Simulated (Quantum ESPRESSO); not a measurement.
# MoGe2N4, 1 layer, stepped through the field along the normal, part 3 of 4

Aim: how the results for MoGe2N4, 1 layer change with the field along the normal.

Quantum ESPRESSO 7.5; plane-wave DFT, PBE, GBRV ultrasoft pseudopotentials.

So far. Step 2 (Relaxing cell and ions of the reference):  The last row is no step: it is a fresh SCF in the final cell with a new plane-wave basis, +2 meV from the row before.

## (5) Band structure, 0 V/Å

Bands along a path place the edges.

File m0.bands.in:

```
&control
  prefix = 'm0.bands'
  outdir = './out'
  pseudo_dir = './pseudo'
  calculation = 'bands'
  tefield = .true.
  dipfield = .true.
/
&system
  ibrav = 0
  nat = 7
  ntyp = 3
  ecutwfc = 40
  ecutrho = 200
  occupations = 'smearing'
  smearing = 'fd'
  degauss = 0.002
  edir = 3
  emaxpos = 0.97
  eopreg = 0.04
  eamp = 0.0
  nbnd = 37
/
&electrons
  conv_thr = 1e-07
  mixing_beta = 0.4
  electron_maxstep = 120
  mixing_mode = 'local-TF'
/
ATOMIC_SPECIES
  N   14.0070  n_pbe_v1.2.uspp.F.UPF
  Ge  72.6300  ge_pbe_v1.4.uspp.F.UPF
  Mo  95.9500  mo_pbe_v1.uspp.F.UPF
CELL_PARAMETERS angstrom
  2.99739240000000 0.00000000000000 0.00000000000000
  -1.49869620000000 2.59581796300000 0.00000000000000
  0.00000000000000 0.00000000000000 24.10909668000000
ATOMIC_POSITIONS crystal
  N   0.000000000000 0.000000000000 0.345513237800
  Ge  0.333333333300 0.666666666700 0.371850532700
  N   0.333333333300 0.666666666700 0.449654435600
  Mo  0.000000000000 0.000000000000 0.500000000000
  N   0.333333333300 0.666666666700 0.550345564400
  Ge  0.333333333300 0.666666666700 0.628149467300
  N   0.000000000000 0.000000000000 0.654486762200
K_POINTS crystal_b
4
  0.0000000000 0.0000000000 0.0000000000 10
  0.5000000000 0.0000000000 0.0000000000 10
  0.3333333333 0.3333333333 0.0000000000 10
  0.0000000000 0.0000000000 0.0000000000 1
```

Run with:

```sh
> cp -r out/m0.scf.save out/m0.bands.save
> cp out/m0.scf.xml out/m0.bands.xml
> OMP_NUM_THREADS=1 mpirun -n 4 pw.x -nk 4 -in m0.bands.in > m0.bands.out
```

Log:

```text
[banner, memory and clock lines left out]
Program PWSCF v.7.5 starts

          URL

     Presently no symmetry can be used with electric field

     Atomic positions and unit cell read from directory:
     ./out/m0.bands.save/

     G-vector sticks info

     bravais-lattice index     =            0
     lattice parameter (alat)  =       5.6643  a.u.
     unit-cell volume          =    1265.8883 (a.u.)^3
     number of atoms/cell      =            7
     number of atomic types    =            3
     number of electrons       =        62.00
     number of Kohn-Sham states=           37
     kinetic-energy cutoff     =      40.0000  Ry
     charge density cutoff     =     200.0000  Ry
     Exchange-correlation= SLA  PW   PBE  PBE
                           (   1   4   3   4   0   0   0)

     celldm(1)=   5.664251  celldm(2)=   0.000000  celldm(3)=   0.000000
     celldm(4)=   0.000000  celldm(5)=   0.000000  celldm(6)=   0.000000

     crystal axes: (cart. coord. in units of alat)
               a(1) = (   1.000000   0.000000   0.000000 )
               a(2) = (  -0.500000   0.866025   0.000000 )
               a(3) = (   0.000000   0.000000   8.043357 )

     reciprocal axes: (cart. coord. in units 2 pi/alat)
               b(1) = (  1.000000  0.577350 -0.000000 )
               b(2) = (  0.000000  1.154701  0.000000 )
               b(3) = (  0.000000 -0.000000  0.124326 )

     PseudoPot. # 1 for N  read from file:
     ./pseudo/n_pbe_v1.2.uspp.F.UPF
     Pseudo is Ultrasoft + core correction, Zval =  5.0
     Generated by new atomic code, or converted to UPF format
     Using radial grid of  729 points,  4 beta functions with:
                l(1) =   0
                l(2) =   0
                l(3) =   1
                l(4) =   1
     Q(r) pseudized with  8 coefficients,  rinner =    0.900   0.900   0.900

     PseudoPot. # 2 for Ge read from file:
     ./pseudo/ge_pbe_v1.4.uspp.F.UPF
     Pseudo is Ultrasoft + core correction, Zval = 14.0
     Generated by new atomic code, or converted to UPF format
     Using radial grid of  873 points,  6 beta functions with:
                l(1) =   0
                l(2) =   0
                l(3) =   1
                l(4) =   1
                l(5) =   2
                l(6) =   2
     Q(r) pseudized with  8 coefficients,  rinner =    1.400   1.400   1.400
                                                       1.400   1.400

     PseudoPot. # 3 for Mo read from file:
     ./pseudo/mo_pbe_v1.uspp.F.UPF
     Pseudo is Ultrasoft + core correction, Zval = 14.0
     Generated by new atomic code, or converted to UPF format
     Using radial grid of  889 points,  6 beta functions with:
                l(1) =   0
                l(2) =   0
                l(3) =   1
                l(4) =   1
                l(5) =   2
                l(6) =   2
     Q(r) pseudized with  6 coefficients,  rinner =    1.000   1.000   1.000
                                                       1.000   1.000

     atomic species   valence    mass     pseudopotential
     N                 5.00    14.00700     N ( 1.00)
     Ge               14.00    72.63000     Ge( 1.00)
     Mo               14.00    95.95000     Mo( 1.00)

     No symmetry found

   Cartesian axes

     site n.     atom                  positions (alat units)
         1        N      tau(   1) = (   0.0000000   0.0000000   2.7790863  )
         2        Ge     tau(   2) = (  -0.0000000   0.5773503   2.9909265  )
         3        N      tau(   3) = (  -0.0000000   0.5773503   3.6167311  )
         4        Mo     tau(   4) = (   0.0000000   0.0000000   4.0216784  )
         5        N      tau(   5) = (  -0.0000000   0.5773503   4.4266258  )
         6        Ge     tau(   6) = (  -0.0000000   0.5773503   5.0524303  )
         7        N      tau(   7) = (   0.0000000   0.0000000   5.2642706  )

     number of k points=    31  Fermi-Dirac smearing, width (Ry)=  0.0020
                       cart. coord. in units 2pi/alat
        k(    1) = (   0.0000000   0.0000000   0.0000000), wk =   0.0645161
        k(    2) = (   0.0500000   0.0288675   0.0000000), wk =   0.0645161
        k(    3) = (   0.1000000   0.0577350   0.0000000), wk =   0.0645161
        k(    4) = (   0.1500000   0.0866025   0.0000000), wk =   0.0645161
        k(    5) = (   0.2000000   0.1154701   0.0000000), wk =   0.0645161
        k(    6) = (   0.2500000   0.1443376   0.0000000), wk =   0.0645161
        k(    7) = (   0.3000000   0.1732051   0.0000000), wk =   0.0645161
        k(    8) = (   0.3500000   0.2020726   0.0000000), wk =   0.0645161
        k(    9) = (   0.4000000   0.2309401   0.0000000), wk =   0.0645161
        k(   10) = (   0.4500000   0.2598076   0.0000000), wk =   0.0645161
        k(   11) = (   0.5000000   0.2886751   0.0000000), wk =   0.0645161
        k(   12) = (   0.4833333   0.3175426   0.0000000), wk =   0.0645161
        k(   13) = (   0.4666667   0.3464102   0.0000000), wk =   0.0645161
        k(   14) = (   0.4500000   0.3752777   0.0000000), wk =   0.0645161
        k(   15) = (   0.4333333   0.4041452   0.0000000), wk =   0.0645161
        k(   16) = (   0.4166667   0.4330127   0.0000000), wk =   0.0645161
        k(   17) = (   0.4000000   0.4618802   0.0000000), wk =   0.0645161
        k(   18) = (   0.3833333   0.4907477   0.0000000), wk =   0.0645161
        k(   19) = (   0.3666667   0.5196152   0.0000000), wk =   0.0645161
        k(   20) = (   0.3500000   0.5484828   0.0000000), wk =   0.0645161
        k(   21) = (   0.3333333   0.5773503   0.0000000), wk =   0.0645161
        k(   22) = (   0.3000000   0.5196152   0.0000000), wk =   0.0645161
        k(   23) = (   0.2666667   0.4618802   0.0000000), wk =   0.0645161
        k(   24) = (   0.2333333   0.4041452   0.0000000), wk =   0.0645161
        k(   25) = (   0.2000000   0.3464102   0.0000000), wk =   0.0645161
        k(   26) = (   0.1666667   0.2886751   0.0000000), wk =   0.0645161
        k(   27) = (   0.1333333   0.2309401   0.0000000), wk =   0.0645161
        k(   28) = (   0.1000000   0.1732051   0.0000000), wk =   0.0645161
        k(   29) = (   0.0666667   0.1154701   0.0000000), wk =   0.0645161
        k(   30) = (   0.0333333   0.0577350   0.0000000), wk =   0.0645161
        k(   31) = (   0.0000000   0.0000000   0.0000000), wk =   0.0645161

     Dense  grid:    60439 G-vectors     FFT dimensions: (  25,  25, 216)

     Smooth grid:    43383 G-vectors     FFT dimensions: (  24,  24, 192)

     The potential is recalculated from file :
     ./out/m0.bands.save/charge-density

     negative rho (up, down):  2.341E-03 0.000E+00

     Adding external electric field

     Computed dipole along edir(3) :
[...]
-12.7447 -12.5810  -8.2705  -7.9913  -4.6006  -3.8062  -3.7784  -2.9225
    -2.7880  -2.0650  -1.5123  -0.4400  -0.4268  -0.1453   0.9683   4.4152
     4.6465   4.8592   5.1393   6.1109   6.7715

          k = 0.4667 0.3464 0.0000 (  5410 PWs)   bands (ev):

   -59.4482 -34.0097 -33.5059 -33.4174 -23.4330 -23.4330 -23.2193 -23.2189
   -23.2135 -23.2134 -23.1758 -23.1756 -23.1267 -23.1267 -13.6809 -13.6512
   -12.7355 -12.5781  -8.2375  -7.9626  -4.5575  -3.8845  -3.8197  -2.9637
    -2.9612  -2.2765  -1.4068  -0.4434  -0.3834  -0.2199   0.9778   4.3442
     4.7106   5.0617   5.3136   6.0399   6.9042

          k = 0.4500 0.3753 0.0000 (  5420 PWs)   bands (ev):

   -59.4472 -33.9986 -33.5288 -33.4156 -23.4279 -23.4279 -23.2201 -23.2198
   -23.2146 -23.2144 -23.1758 -23.1756 -23.1295 -23.1295 -13.6319 -13.6042
   -12.7220 -12.5743  -8.1842  -7.9159  -4.4964  -4.0690  -3.8677  -3.1779
    -3.0245  -2.4959  -1.3283  -0.5161  -0.2964  -0.2915   0.9986   4.2195
     4.7901   5.3383   5.6141   5.9414   7.0943

          k = 0.4333 0.4041 0.0000 (  5426 PWs)   bands (ev):

   -59.4458 -33.9833 -33.5590 -33.4133 -23.4214 -23.4214 -23.2226 -23.2225
   -23.2144 -23.2140 -23.1757 -23.1755 -23.1333 -23.1333 -13.5655 -13.5405
   -12.7064 -12.5713  -8.1137  -7.8533  -4.4516  -4.3244  -3.9863  -3.3310
    -3.1409  -2.6338  -1.2922  -0.6918  -0.3212  -0.1741   1.0351   4.0661
     4.8643   5.6063   5.8458   6.0007   7.3040

          k = 0.4167 0.4330 0.0000 (  5416 PWs)   bands (ev):

   -59.4443 -33.9643 -33.5950 -33.4107 -23.4142 -23.4142 -23.2261 -23.2260
   -23.2133 -23.2129 -23.1754 -23.1752 -23.1377 -23.1377 -13.4842 -13.4627
   -12.6919 -12.5712  -8.0305  -7.7783  -4.6291  -4.5462  -4.0775  -3.3619
    -3.3231  -2.6521  -1.2983  -0.9363  -0.3162  -0.0472   1.0899   3.8957
     4.9411   5.6897   5.8827   6.4038   7.5725

          k = 0.4000 0.4619 0.0000 (  5396 PWs)   bands (ev):

   -59.4427 -33.9421 -33.6346 -33.4079 -23.4072 -23.4072 -23.2295 -23.2294
   -23.2120 -23.2115 -23.1747 -23.1745 -23.1427 -23.1427 -13.3917 -13.3741
   -12.6825 -12.5765  -7.9416  -7.6962  -4.9525  -4.8234  -4.0356  -3.5135
    -3.3061  -2.5970  -1.3412  -1.2154  -0.2996   0.0729   1.1618   3.7169
     5.0256   5.6291   6.0001   6.7490   7.8134

          k = 0.3833 0.4907 0.0000 (  5386 PWs)   bands (ev):

   -59.4412 -33.9176 -33.6754 -33.4054 -23.4010 -23.4009 -23.2322 -23.2322
   -23.2109 -23.2103 -23.1733 -23.1732 -23.1480 -23.1480 -13.2933 -13.2799
   -12.6819 -12.5896  -7.8570  -7.6159  -5.2594  -5.1315  -3.9575  -3.6747
    -3.1974  -2.5057  -1.5043  -1.4136  -0.2781   0.1742   1.2451   3.5411
     5.1147   5.5846   6.0575   6.9754   8.0321

          k = 0.3667 0.5196 0.0000 (  5380 PWs)   bands (ev):

   -59.4400 -33.8925 -33.7141 -33.4032 -23.3963 -23.3963 -23.2340 -23.2340
   -23.2100 -23.2095 -23.1711 -23.1710 -23.1534 -23.1533 -13.1970 -13.1882
   -12.6926 -12.6113  -7.7893  -7.5494  -5.5126  -5.3898  -3.8868  -3.7937
    -3.0619  -2.3991  -1.7750  -1.5051  -0.2561   0.2495   1.3284   3.3857
     5.1979   5.5674   6.0675   7.0709   8.2030

          k = 0.3500 0.5485 0.0000 (  5370 PWs)   bands (ev):

   -59.4391 -33.8706 -33.7452 -33.4017 -23.3936 -23.3936 -23.2348 -23.2347
   -23.2096 -23.2090 -23.1678 -23.1678 -23.1585 -23.1584 -13.1175 -13.1131
   -12.7118 -12.6372  -7.7498  -7.5093  -5.6778  -5.5570  -3.8659  -3.8361
    -2.9395  -2.3010  -1.9841  -1.5948  -0.2387   0.2953   1.3935   3.2745
     5.2594   5.5706   6.0534   7.0817   8.3071

          k = 0.3333 0.5774 0.0000 (  5382 PWs)   bands (ev):

   -59.4388 -33.8609 -33.7583 -33.4011 -23.3927 -23.3927 -23.2349 -23.2348
   -23.2096 -23.2089 -23.1646 -23.1646 -23.1624 -23.1622 -13.0827 -13.0805
   -12.7240 -12.6513  -7.7394  -7.4986  -5.7337  -5.6132  -3.8900  -3.8160
    -2.8897  -2.2555  -2.0653  -1.6380  -0.2318   0.3105   1.4191   3.2330
     5.2826   5.5768   6.0425   7.0734   8.3409

          k = 0.3000 0.5196 0.0000 (  5362 PWs)   bands (ev):

   -59.4403 -33.8841 -33.7195 -33.4037 -23.3950 -23.3950 -23.2358 -23.2358
   -23.2093 -23.2088 -23.1715 -23.1714 -23.1535 -23.1534 -13.2429 -13.2333
   -12.6726 -12.5857  -7.7284  -7.4852  -5.5447  -5.4219  -3.9258  -3.7965
    -2.9636  -2.4376  -1.8469  -1.4589  -0.2655   0.2527   1.3174   3.3949
     5.1935   5.5239   6.1152   7.1470   8.2270

          k = 0.2667 0.4619 0.0000 (  5386 PWs)   bands (ev):

   -59.4452 -33.9000 -33.6530 -33.4123 -23.3985 -23.3985 -23.2407 -23.2406
   -23.2085 -23.2081 -23.1759 -23.1758 -23.1445 -23.1445 -13.6310 -13.6112
   -12.6296 -12.4777  -7.5693  -7.3078  -5.0943  -4.9648  -4.2080  -3.5340
    -2.9459  -2.7726  -1.5190  -1.1124  -0.3546   0.0949   1.0990   3.7544
     5.0021   5.3899   6.2815   7.3144   7.9759

          k = 0.2333 0.4041 0.0000 (  5404 PWs)   bands (ev):

   -59.4538 -33.8813 -33.5845 -33.4273 -23.3996 -23.3996 -23.2492 -23.2492
   -23.2095 -23.2093 -23.1765 -23.1764 -23.1392 -23.1392 -14.1353 -14.1041
   -12.6781 -12.4003  -7.1946  -6.8816  -4.5020  -4.4825  -4.3751  -3.2321
    -2.9962  -2.8733  -1.2886  -0.7491  -0.4531  -0.1233   0.8983   4.0897
     4.8203   5.2191   6.4233   7.4131   7.7449

          k = 0.2000 0.3464 0.0000 (  5400 PWs)   bands (ev):

   -59.4657 -33.8251 -33.5204 -33.4479 -23.3965 -23.3964 -23.2599 -23.2599
   -23.2154 -23.2154 -23.1734 -23.1734 -23.1376 -23.1375 -14.6772 -14.6343
   -12.8189 -12.3592  -6.6843  -6.2384  -4.6206  -3.8383  -3.7616  -3.3927
    -2.7863  -2.5799  -1.2024  -0.5697  -0.4926  -0.2815   0.8254   4.2500
     4.7292   5.0153   6.4469   7.2668   7.6268

          k = 0.1667 0.2887 0.0000 (  5420 PWs)   bands (ev):

   -59.4798 -33.7375 -33.4724 -33.4641 -23.3889 -23.3889 -23.2714 -23.2713
   -23.2287 -23.2286 -23.1673 -23.1673 -23.1375 -23.1375 -15.1976 -15.1437
   -13.0252 -12.3455  -6.2582  -5.4626  -4.4772  -3.5560  -3.2746  -3.0976
    -2.5508  -2.0431  -1.2641  -0.7611  -0.6303  -0.0711   0.9588   4.2767
     4.7010   4.7932   6.2694   6.9432   7.1512

          k = 0.1333 0.2309 0.0000 (  5403 PWs)   bands (ev):

   -59.4948 -33.6303 -33.4984 -33.4172 -23.3781 -23.3780 -23.2830 -23.2828
   -23.2489 -23.2486 -23.1591 -23.1591 -23.1373 -23.1373 -15.6573 -15.5935
   -13.2615 -12.3497  -6.1478  -4.7266  -3.9128  -3.4423  -2.9677  -2.4248
    -2.1099  -1.5218  -1.4318  -1.0107  -0.7744   0.1462   1.2732   4.2655
     4.5905   4.6798   5.9133   6.5498   6.6150

          k = 0.1000 0.1732 0.0000 (  5425 PWs)   bands (ev):

   -59.5089 -33.5228 -33.5196 -33.3807 -23.3658 -23.3655 -23.2937 -23.2935
   -23.2723 -23.2719 -23.1502 -23.1502 -23.1366 -23.1365 -16.0321 -15.9598
   -13.4917 -12.3642  -6.2615  -4.3342  -3.1440  -2.8765  -2.5997  -1.8620
    -1.8343  -1.4892  -1.2152  -1.0748  -0.8297   0.2905   1.6549   4.1862
     4.4510   4.7311   5.5080   6.0162   6.1048

          k = 0.0667 0.1155 0.0000 (  5431 PWs)   bands (ev):

   -59.5204 -33.5427 -33.4233 -33.3549 -23.3540 -23.3535 -23.3031 -23.3029
   -23.2938 -23.2934 -23.1422 -23.1422 -23.1357 -23.1357 -16.3075 -16.2287
   -13.6832 -12.3814  -6.4284  -4.2193  -2.6193  -2.0719  -2.0332  -1.8498
    -1.5344  -1.3930  -1.0744  -0.7862  -0.7421   0.3371   1.9428   4.1310
     4.3937   4.8231   5.1592   5.4101   5.6226

          k = 0.0333 0.0577 0.0000 (  5403 PWs)   bands (ev):

   -59.5280 -33.5558 -33.3576 -33.3395 -23.3448 -23.3438 -23.3104 -23.3104
   -23.3087 -23.3085 -23.1367 -23.1367 -23.1350 -23.1350 -16.4756 -16.3925
   -13.8096 -12.3949  -6.5573  -4.1828  -2.3417  -2.1884  -1.6474  -1.3090
    -1.1355  -1.1309  -0.8757  -0.6414  -0.5470   0.2654   1.9992   4.2355
     4.3477   4.8898   4.9290   4.9685   5.1644

          k = 0.0000 0.0000 0.0000 (  5395 PWs)   bands (ev):

   -59.5306 -33.5603 -33.3344 -33.3344 -23.3410 -23.3397 -23.3138 -23.3138
   -23.3138 -23.3138 -23.1348 -23.1348 -23.1347 -23.1347 -16.5320 -16.4475
   -13.8538 -12.4000  -6.6048  -4.1734  -2.2418  -2.2418  -1.6896  -1.0457
    -1.0457  -0.8059  -0.8059  -0.4843  -0.4843   0.1667   1.9510   4.2781
     4.3803   4.8500   4.8500   4.9116   4.9116

     XML data file, pseudopotentials, collected wavefunctions

                                        0.00s GPU  (     221 calls)
[key lines of the parts left out:]
Dipole field          0.0000 Ry au,
```

Run time: 22 s. Hardware: 4 MPI ranks of Arm Neoverse V1, shared host; peak memory 0.35 GiB.

This step gave:

* valence top, on the run's zero: 1.999 eV
* gap by band count: 1.234 eV

Band numbers count within the set of bands kept for display. Electronic bands along the path, in eV, zero at the highest filled level of the SCF mesh; v1 is the highest filled band, c1 the lowest empty one:

| point | v4 | v3 | v2 | v1 | c1 | c2 | c3 | c4 |
| --- | --- | --- | --- | --- | --- | --- | --- | --- |
| Γ | -2.49 | -2.49 | -1.84 | -0.05 | 2.28 | 2.38 | 2.85 | 2.85 |
| halfway | -3.09 | -3.08 | -1.99 | -0.84 | 2.21 | 2.61 | 2.65 | 4.04 |
| M | -2.46 | -2.43 | -2.12 | -1.04 | 2.42 | 2.63 | 2.78 | 3.08 |
| halfway | -2.94 | -2.32 | -2.05 | -0.91 | 1.89 | 2.94 | 3.69 | 3.88 |
| K | -3.64 | -2.23 | -1.69 | -0.58 | 1.23 | 3.28 | 3.57 | 4.04 |
| halfway | -2.76 | -2.63 | -2.07 | -1.04 | 2.27 | 2.70 | 2.79 | 4.27 |
| Γ | -2.49 | -2.49 | -1.84 | -0.05 | 2.28 | 2.38 | 2.85 | 2.85 |

Along this path the valence top lies near Γ and the conduction bottom at K.

## (6) Ground state, 0.05 V/Å

File m1.scf.in:

```
&control
  prefix = 'm1.scf'
  outdir = './out'
  pseudo_dir = './pseudo'
  calculation = 'scf'
  tprnfor = .true.
  tefield = .true.
  dipfield = .true.
/
&system
  ibrav = 0
  nat = 7
  ntyp = 3
  ecutwfc = 40
  ecutrho = 200
  occupations = 'smearing'
  smearing = 'fd'
  degauss = 0.002
  edir = 3
  emaxpos = 0.97
  eopreg = 0.04
  eamp = 0.00097235
  nbnd = 37
/
&electrons
  conv_thr = 1e-09
  mixing_beta = 0.4
  electron_maxstep = 120
  mixing_mode = 'plain'
  startingpot = 'file'
/
ATOMIC_SPECIES
  N   14.0070  n_pbe_v1.2.uspp.F.UPF
  Ge  72.6300  ge_pbe_v1.4.uspp.F.UPF
  Mo  95.9500  mo_pbe_v1.uspp.F.UPF
CELL_PARAMETERS angstrom
  2.99739240000000 0.00000000000000 0.00000000000000
  -1.49869620000000 2.59581796300000 0.00000000000000
  0.00000000000000 0.00000000000000 24.10909668000000
ATOMIC_POSITIONS crystal
  N   0.000000000000 0.000000000000 0.345513237800
  Ge  0.333333333300 0.666666666700 0.371850532700
  N   0.333333333300 0.666666666700 0.449654435600
  Mo  0.000000000000 0.000000000000 0.500000000000
  N   0.333333333300 0.666666666700 0.550345564400
  Ge  0.333333333300 0.666666666700 0.628149467300
  N   0.000000000000 0.000000000000 0.654486762200
K_POINTS automatic
  12 12 1 0 0 0
```

Run with:

```sh
> cp -r out/m0.scf.save out/m1.scf.save
> OMP_NUM_THREADS=1 mpirun -n 4 pw.x -nk 4 -in m1.scf.in > m1.scf.out
```

Log:

```text
[banner, memory and clock lines left out]
Program PWSCF v.7.5 starts
[...]
number of electrons       =        62.00
     number of Kohn-Sham states=           37
     kinetic-energy cutoff     =      40.0000  Ry
     charge density cutoff     =     200.0000  Ry
[...]
number of k points=    74  Fermi-Dirac smearing, width (Ry)=  0.0020
[...]
Dense  grid:    60439 G-vectors     FFT dimensions: (  25,  25, 216)
[...]
The initial density is read from file :
[...]
negative rho (up, down):  2.341E-03 0.000E+00
[...]
Starting wfcs are   47 randomized atomic wfcs
[...]
negative rho (up, down):  2.341E-03 0.000E+00
[...]
estimated scf accuracy    <       0.00191529 Ry
[...]
negative rho (up, down):  2.341E-03 0.000E+00
[...]
estimated scf accuracy    <       0.01410395 Ry
[...]
negative rho (up, down):  2.341E-03 0.000E+00
[...]
estimated scf accuracy    <       0.00004736 Ry
[...]
negative rho (up, down):  2.341E-03 0.000E+00
[...]
estimated scf accuracy    <       0.00000018 Ry
[...]
negative rho (up, down):  2.341E-03 0.000E+00
[...]
estimated scf accuracy    <       0.00000031 Ry
[...]
negative rho (up, down):  2.341E-03 0.000E+00
[...]
estimated scf accuracy    <       0.00000005 Ry
[...]
negative rho (up, down):  2.341E-03 0.000E+00
[...]
estimated scf accuracy    <       0.00000001 Ry
[...]
negative rho (up, down):  2.341E-03 0.000E+00
[...]
estimated scf accuracy    <          6.9E-09 Ry
[...]
negative rho (up, down):  2.341E-03 0.000E+00
[...]
Computed dipole along edir(3) :
        Dipole                0.0337 Ry au,          0.0856 Debye
        Dipole field          0.0003 Ry au,
        E field amplitude [Ha a.u.]:  9.7235E-04
        Potential amp.        0.0558 Ry
        Total length         43.7372 bohr
[...]
the Fermi energy is     2.6072 ev
!    total energy              =    -647.31007454 Ry
     estimated scf accuracy    <          2.6E-10 Ry
     smearing contrib. (-TS)   =      -0.00000000 Ry
     internal energy E=F+TS    =    -647.31007454 Ry
[...]
one-electron contribution =   -5359.02443139 Ry
     hartree contribution      =    2705.42229696 Ry
     xc contribution           =    -157.84933369 Ry
     ewald contribution        =    2164.14144781 Ry
     electric field correction =      -0.00005424 Ry
     convergence has been achieved in   9 iterations
     negative rho (up, down):  2.341E-03 0.000E+00
[...]
Total force =     0.007208     Total SCF correction =     0.000116
[...]
```

The job ended after 87 s (4 MPI ranks; peak memory 0.6 GiB).

Numbers from this step:

* free energy: -8807.1022 eV
* Fermi energy: 2.607 eV
* dipole along the normal: 0.01782 e·Å
* valence top, on the run's zero: 2.010 eV
* conduction bottom, on the run's zero: 3.241 eV
* gap by band count: 1.230 eV

(Part 3 of 4 ends here.)

[Logs are printed without paths, hosts, clocks, repeated set-up lines and the standing remarks that a program may print on its own settings, such as how far it seeks lower states.]

[Hosts, paths, dates, database ids (printed as entryN), source tags and the programs' standing remarks are cut or masked in the printed files.]

[Maps of the electrostatic potential energy from Ansatz leave out the sawtooth potential of an applied field or a dipole correction, so their vacuum need not be flat; planar profiles and work functions include it.]
